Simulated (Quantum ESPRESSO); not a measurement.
# Voltage at the next charge: Ni(111), 5 layers against an electrode

How the rows were computed: Quantum ESPRESSO 7.5, PBEsol, GBRV ultrasoft; ESM with bc3, a metal electrode 6.01 Å above the top atoms; cell area 5.365 Å²; ions fixed. V is the potential energy of an electron at the electrode over the slab's Fermi level, divided by e, so that it equals the work function at zero charge; positive charge removes electrons.

```
charge (e a cell)  V (V)
                0  5.168
            0.008  6.366
           0.0161  7.592
```

To predict: What is V at a charge of 0.0322 e, and what capacitance do the rows imply?

**Fit.** The last two rows give dV/dq = (7.592 − 6.366)/(0.0161 − 0.008) = 151.4 V/e, so C = 1602/(5.365 × 151.4) = 1.97 µF/cm², an effective gap of 8.854/1.97 = 4.49 Å. At constant C, V = 7.592 + 151.4 × 0.0161 = 10.03 V.

**Check.** V = 10.058 V; the estimate misses by −0.03 V, 1.2 % of the step. Over the three intervals C goes 1.99, 1.97 and 1.95 µF/cm².

Caveats: Vacuum fills the gap; a dielectric or electrolyte would change C. The slab is thin.

[Logs are printed without paths, hosts, clocks, repeated set-up lines and the standing remarks that a program may print on its own settings, such as how far it seeks lower states.]
